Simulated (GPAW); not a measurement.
**How TiB2 absorbs and reflects light**

Aim: the dielectric function of TiB2, and the optical constants that follow from it.

Main program and level: GPAW 26.7.0; DFT, PBE, plane-wave PAW (GPAW data sets), scalar-relativistic, RPA, optical limit.

Most raw output is cut from this account.

## (1) The structure

It takes space group P6/mmm (No. 191, hexagonal). Conventional cell: a = 3.029 Å, b = 3.029 Å, c = 3.228 Å, α = 90.00°, β = 90.00°, γ = 120.00°. Ti has 12 B at 2.38 Å nearest. Nearest to B lie 3 B at 1.75 Å and 6 Ti at 2.38 Å. Farther neighbours are not listed.

As a file:

```cif
data_structure
_symmetry_space_group_name_H-M 'P 1'
_symmetry_Int_Tables_number 1
_cell_length_a 3.0292
_cell_length_b 3.0292
_cell_length_c 3.2284
_cell_angle_alpha 90.000
_cell_angle_beta 90.000
_cell_angle_gamma 120.000
_cell_volume 25.66
loop_
_atom_site_label
_atom_site_type_symbol
_atom_site_fract_x
_atom_site_fract_y
_atom_site_fract_z
_atom_site_occupancy
Ti1 Ti 0.00000 0.00000 0.00000 1
B2 B 0.66667 0.33333 0.50000 1
B3 B 0.33333 0.66667 0.50000 1
```

## (2) Ground state

First the ground state: is it a metal or has it a gap?

This step: DFT, PBE, plane-wave PAW (GPAW data sets), scalar-relativistic, ground state (GPAW 26.7.0).

gs.py reads:

```python
from ase import Atoms
from ase.dft.bandgap import bandgap
from gpaw import GPAW, PW, FermiDirac

atoms = Atoms(['Ti', 'B', 'B'],
              cell=[[3.029200000000, 0.000000000000, 0.000000000000],
                    [-1.514600000000, 2.623364153100, 0.000000000000],
                    [0.000000000000, 0.000000000000, 3.228400000000]],
              scaled_positions=[[0.000000000000, 0.000000000000, 0.000000000000],
                                [0.666666666700, 0.333333333300, 0.500000000000],
                                [0.333333333300, 0.666666666700, 0.500000000000]],
              pbc=[True, True, True])
atoms.calc = GPAW(mode=PW(500), xc='PBE', kpts={'size': (9, 9, 7), 'gamma': True},
                  occupations=FermiDirac(0.05), maxiter=150, txt='gs.txt')
print('energy (eV)', atoms.get_potential_energy())
print('Fermi level (eV)', atoms.calc.get_fermi_level())
print('valence electrons', atoms.calc.get_number_of_electrons())
print('gap (eV)', bandgap(atoms.calc, output=None)[0])
print('direct gap (eV)', bandgap(atoms.calc, direct=True, output=None)[0])
atoms.calc.write('gs.gpw')
```

Launch:

```
> OMP_NUM_THREADS=1 python gs.py
```

It took 16 s on 1 thread of Arm Neoverse N1, shared host; peak memory 0.14 GiB.

Numbers from this step:

| Item | Value |
| --- | --- |
| energy | -23.20 eV |
| Fermi energy | 11.51 eV |
| electrons | 18 |

There are states at the Fermi level within the smearing, so the occupations stay smeared and the carriers get a Drude term.

## (3) Bands for the response

The response needs many more empty bands than the density does.

This step: DFT, PBE, plane-wave PAW (GPAW data sets), scalar-relativistic, bands at fixed density (GPAW 26.7.0).

nscf.py reads:

```python
from ase.dft.bandgap import bandgap
from gpaw import GPAW, FermiDirac

calc = GPAW('gs.gpw').fixed_density(kpts={'size': (18, 18, 13), 'gamma': True}, nbands=37, convergence={'bands': 31},
                                    occupations=FermiDirac(0.05), txt='nscf.txt')
print('gap (eV)', bandgap(calc, output=None)[0])
print('direct gap (eV)', bandgap(calc, direct=True, output=None)[0])
print('top band over the Fermi level (eV)', min(calc.get_eigenvalues(kpt=k)[30] for k in range(len(calc.get_ibz_k_points()))) - calc.get_fermi_level())
calc.write('full.gpw', mode='all')
```

Launch:

```
> OMP_NUM_THREADS=1 python nscf.py
```

It took 2.9 min on 1 thread; peak memory 0.28 GiB.

## (4) Dielectric function, RPA

Transitions between filled and empty bands, summed over the zone, give the optical response, so mesh, band count and broadening shape it.

The induced potential is part of this response.

This step: DFT, PBE, plane-wave PAW (GPAW data sets), scalar-relativistic, RPA, optical limit (GPAW 26.7.0).

df.py reads:

```python
from gpaw.response.df import DielectricFunction

df = DielectricFunction('full.gpw', frequencies={'type': 'nonlinear', 'domega0': 0.03, 'omega2': 8},
                        ecut=50,
                        eta=0.15,
                        nbands=31,
                        rate=0.05,
                        txt='df.txt')
for direction in ['x', 'z']:
    df.get_dielectric_function(xc='RPA', direction=direction, filename=f'df_{direction}.csv')
```

Launch:

```
> OMP_NUM_THREADS=1 python df.py
```

Elapsed: 34 s, on 1 thread; peak memory 0.24 GiB.

The Im ε has structure finer than the step of the table below, so its rows give means over 0.5 eV, whole bins alone (the curve runs from 0.305 to 14.0 eV). Peaks (eV: height): E ∥ x 0.81: 38.9; E ∥ z 0.81: 37.9, 8.15: 10.9.

Sum at mesh points, not converged in k. The Im ε by photon energy; means over each step:

| photon energy (eV) | E ∥ x | E ∥ z |
| --- | --- | --- |
| 1.0 | 32.7 | 32.3 |
| 1.5 | 25.6 | 24.4 |
| 2.0 | 20.5 | 22.7 |
| 2.5 | 13.5 | 15.7 |
| 3.0 | 13.1 | 14.1 |
| 3.5 | 10.5 | 12.2 |
| 4.0 | 9.13 | 11.4 |
| 4.5 | 7.82 | 11.7 |
| 5.0 | 6.60 | 10.8 |
| 5.5 | 6.92 | 9.07 |
| 6.0 | 7.41 | 7.96 |
| 6.5 | 6.54 | 7.14 |
| 7.0 | 6.31 | 6.68 |
| 7.5 | 6.98 | 8.43 |
| 8.0 | 7.84 | 10.2 |
| 8.5 | 6.89 | 7.80 |
| 9.0 | 5.56 | 4.21 |
| 9.5 | 5.66 | 2.85 |
| 10.0 | 5.61 | 2.61 |
| 10.5 | 5.17 | 2.61 |
| 11.0 | 5.08 | 3.22 |
| 11.5 | 5.42 | 3.08 |
| 12.0 | 4.80 | 3.21 |
| 12.5 | 3.57 | 2.68 |
| 13.0 | 3.01 | 2.20 |
| 13.5 | 2.32 | 1.76 |

Values under 1 per cm are given as 1; sum at mesh points, not converged in k. The absorption coefficient by photon energy:

| photon energy (eV) | E ∥ x (1/cm) | E ∥ z (1/cm) |
| --- | --- | --- |
| 0.492 | 1.9e5 | 1.3e5 |
| 1.010 | 3.6e5 | 3.6e5 |
| 1.486 | 4.8e5 | 3.9e5 |
| 1.985 | 6.6e5 | 6.4e5 |
| 2.508 | 6.1e5 | 6.2e5 |
| 3.018 | 7.6e5 | 7.5e5 |
| 3.510 | 7.7e5 | 7.9e5 |
| 3.980 | 8.2e5 | 8.7e5 |
| 4.516 | 8.8e5 | 1.0e6 |
| 4.981 | 8.0e5 | 1.2e6 |
| 5.515 | 8.7e5 | 1.2e6 |
| 6.021 | 1.0e6 | 1.2e6 |
| 6.494 | 1.1e6 | 1.3e6 |
| 6.985 | 1.1e6 | 1.2e6 |
| 7.496 | 1.2e6 | 1.4e6 |
| 8.026 | 1.5e6 | 1.9e6 |
| 8.516 | 1.7e6 | 2.4e6 |
| 9.023 | 1.6e6 | 2.0e6 |
| 9.483 | 1.6e6 | 1.8e6 |
| 10.026 | 1.8e6 | 1.7e6 |
| 10.519 | 1.9e6 | 1.4e6 |
| 11.029 | 1.9e6 | 1.7e6 |
| 11.479 | 2.2e6 | 1.7e6 |
| 12.023 | 2.4e6 | 2.0e6 |
| 12.504 | 2.4e6 | 1.9e6 |
| 13.000 | 2.4e6 | 2.0e6 |
| 13.512 | 2.2e6 | 1.9e6 |

The loss function −Im 1/ε at q → 0 has structure finer than the step of the table below, so its rows give means over 0.5 eV, whole bins alone (the curve runs from 0.305 to 14.0 eV). Peaks (eV: height): E ∥ x 6.71: 0.160, 10.95: 0.194; E ∥ z 6.93: 0.153, 10.52: 0.360, 12.50: 0.296.

Sum at mesh points, not converged in k. Loss function −Im 1/ε at q → 0 against energy loss; means over each step:

| energy loss (eV) | E ∥ x | E ∥ z |
| --- | --- | --- |
| 1.0 | 0.0284 | 0.0263 |
| 1.5 | 0.0372 | 0.0335 |
| 2.0 | 0.0494 | 0.0429 |
| 2.5 | 0.0729 | 0.0614 |
| 3.0 | 0.0753 | 0.0680 |
| 3.5 | 0.0947 | 0.0788 |
| 4.0 | 0.109 | 0.0836 |
| 4.5 | 0.128 | 0.0818 |
| 5.0 | 0.141 | 0.0926 |
| 5.5 | 0.130 | 0.110 |
| 6.0 | 0.126 | 0.125 |
| 6.5 | 0.149 | 0.140 |
| 7.0 | 0.145 | 0.147 |
| 7.5 | 0.132 | 0.116 |
| 8.0 | 0.125 | 0.0963 |
| 8.5 | 0.144 | 0.0846 |
| 9.0 | 0.178 | 0.115 |
| 9.5 | 0.177 | 0.167 |
| 10.0 | 0.175 | 0.241 |
| 10.5 | 0.188 | 0.333 |
| 11.0 | 0.191 | 0.275 |
| 11.5 | 0.172 | 0.290 |
| 12.0 | 0.164 | 0.251 |
| 12.5 | 0.176 | 0.273 |
| 13.0 | 0.193 | 0.272 |
| 13.5 | 0.224 | 0.308 |

The Im ε, E ∥ x has structure finer than the step of the table below, so its rows give means over 0.5 eV, whole bins alone (the curve runs from 0.305 to 14.0 eV). Peaks (eV: height): without local fields 0.81: 38.9; with local fields 0.81: 38.9.

Sum at mesh points, not converged in k. The Im ε, E ∥ x by photon energy; means over each step:

| photon energy (eV) | without local fields | with local fields |
| --- | --- | --- |
| 1.0 | 32.7 | 32.7 |
| 1.5 | 25.6 | 25.6 |
| 2.0 | 20.5 | 20.5 |
| 2.5 | 13.5 | 13.5 |
| 3.0 | 13.1 | 13.1 |
| 3.5 | 10.5 | 10.5 |
| 4.0 | 9.13 | 9.13 |
| 4.5 | 7.83 | 7.82 |
| 5.0 | 6.60 | 6.60 |
| 5.5 | 6.91 | 6.92 |
| 6.0 | 7.40 | 7.41 |
| 6.5 | 6.54 | 6.54 |
| 7.0 | 6.32 | 6.31 |
| 7.5 | 7.00 | 6.98 |
| 8.0 | 7.84 | 7.84 |
| 8.5 | 6.89 | 6.89 |
| 9.0 | 5.57 | 5.56 |
| 9.5 | 5.67 | 5.66 |
| 10.0 | 5.65 | 5.61 |
| 10.5 | 5.26 | 5.17 |
| 11.0 | 5.18 | 5.08 |
| 11.5 | 5.54 | 5.42 |
| 12.0 | 4.87 | 4.80 |
| 12.5 | 3.60 | 3.57 |
| 13.0 | 3.01 | 3.01 |
| 13.5 | 2.32 | 2.32 |

The reflectivity at normal incidence has structure finer than the step of the table below, so its rows give means over 0.25 eV, whole bins alone (the curve runs from 0.305 to 14.0 eV). Peaks (eV: height): E ∥ x 0.813: 60.2, 6.229: 34.1, 8.454: 39.1, 13.169: 51.8; E ∥ z 0.813: 59.2, 4.981: 44.8, 8.767: 61.2, 12.261: 43.6, 13.339: 46.7.

Sum at mesh points, not converged in k. Reflectivity at normal incidence against photon energy; means over each step:

| photon energy (eV) | E ∥ x (%) | E ∥ z (%) |
| --- | --- | --- |
| 0.50 | 61.4 | 55.2 |
| 0.75 | 58.7 | 58.3 |
| 1.00 | 57.9 | 57.5 |
| 1.25 | 55.4 | 52.8 |
| 1.50 | 54.4 | 51.7 |
| 1.75 | 54.1 | 53.1 |
| 2.00 | 54.4 | 53.7 |
| 2.25 | 50.0 | 50.3 |
| 2.50 | 44.8 | 46.1 |
| 2.75 | 43.7 | 45.1 |
| 3.00 | 45.4 | 45.3 |
| 3.25 | 43.9 | 43.4 |
| 3.50 | 41.2 | 42.2 |
| 3.75 | 40.3 | 41.0 |
| 4.00 | 38.7 | 41.1 |
| 4.25 | 38.0 | 40.0 |
| 4.50 | 37.2 | 41.5 |
| 4.75 | 32.7 | 43.9 |
| 5.00 | 30.6 | 44.4 |
| 5.25 | 30.5 | 42.2 |
| 5.50 | 30.7 | 41.2 |
| 5.75 | 31.7 | 40.8 |
| 6.00 | 32.8 | 39.1 |
| 6.25 | 33.9 | 38.6 |
| 6.50 | 32.1 | 37.4 |
| 6.75 | 29.2 | 35.1 |
| 7.00 | 29.8 | 32.8 |
| 7.25 | 30.1 | 33.0 |
| 7.50 | 31.5 | 36.5 |
| 7.75 | 33.7 | 40.2 |
| 8.00 | 36.1 | 44.1 |
| 8.25 | 38.4 | 51.8 |
| 8.50 | 38.8 | 58.6 |
| 8.75 | 37.8 | 60.8 |
| 9.00 | 34.9 | 57.9 |
| 9.25 | 33.1 | 58.3 |
| 9.50 | 33.0 | 55.8 |
| 9.75 | 35.3 | 48.0 |
| 10.00 | 36.5 | 46.5 |
| 10.25 | 36.0 | 41.3 |
| 10.50 | 35.8 | 32.0 |
| 10.75 | 35.7 | 31.1 |
| 11.00 | 35.4 | 36.0 |
| 11.25 | 36.3 | 35.2 |
| 11.50 | 38.8 | 33.8 |
| 11.75 | 43.1 | 34.7 |
| 12.00 | 45.0 | 39.0 |
| 12.25 | 48.5 | 42.6 |
| 12.50 | 49.7 | 39.4 |
| 12.75 | 48.0 | 44.2 |
| 13.00 | 49.6 | 45.5 |
| 13.25 | 51.5 | 45.8 |
| 13.50 | 50.4 | 46.6 |
| 13.75 | 48.0 | 45.8 |

From ε follow the optical constants at some laser and lamp lines:

| wavelength (nm) | n x | k x | R (%) x | 1/α x | n z | k z | R (%) z | 1/α z |
| --- | --- | --- | --- | --- | --- | --- | --- | --- |
| 800 | 3.91 | 3.151 | 54.0 | 20 nm | 4.47 | 2.722 | 52.1 | 23 nm |
| 633 | 3.33 | 3.268 | 54.7 | 15 nm | 3.84 | 3.177 | 54.2 | 16 nm |
| 532 | 2.65 | 2.615 | 47.4 | 16 nm | 3.07 | 2.748 | 49.1 | 15 nm |
| 365 | 2.38 | 2.189 | 41.3 | 13 nm | 2.75 | 2.238 | 42.3 | 13 nm |
| 308 | 2.23 | 2.024 | 38.6 | 12 nm | 2.65 | 2.163 | 41.1 | 11 nm |
| 248 | 2.05 | 1.580 | 30.5 | 12 nm | 2.30 | 2.399 | 44.7 | 8.2 nm |
| 193 | 1.97 | 1.715 | 33.0 | 9.0 nm | 1.86 | 1.972 | 38.4 | 7.8 nm |

A polished face would reflect 50 % of daylight and look faintly orange (CIE x = 0.330, y = 0.340 under D65).

## (5) Outcome

In words: At this level (PBE, RPA) TiB2 is a metal. The mesh is too coarse to trust the carriers' weight, the reflectivity or the colour to better than tens of per cent. A polished face would reflect 50 % of daylight and look faintly orange (CIE x = 0.330, y = 0.340 under D65). The carriers' damping of 0.05 eV is typed, not computed; it shapes the response at the lowest energies. In this version of GPAW the matrix elements of the optical limit are incomplete, which can lower ε − 1 by up to a tenth where first-row anions or d states rule, and shift it by more in d metals. GPAW's carrier term has the form −ωp²/(ω + i·rate)², which damps like twice the rate and fails at low energy, so the curves leave the lowest energies out. The sum runs over mesh points 0.15 Å⁻¹ apart with no interpolation, so peaks are partly noise of the mesh, and the Drude plasma energy, a sum over the Fermi surface, isn't converged.

[Machine, clock and banner lines and Python warnings are left out of the logs.]

[Logs are printed without paths, hosts, clocks, repeated set-up lines and the standing remarks that a program may print on its own settings, such as how far it seeks lower states.]

[Hosts, paths, dates, database ids (printed as entryN), source tags and the programs' standing remarks are cut or masked in the printed files.]
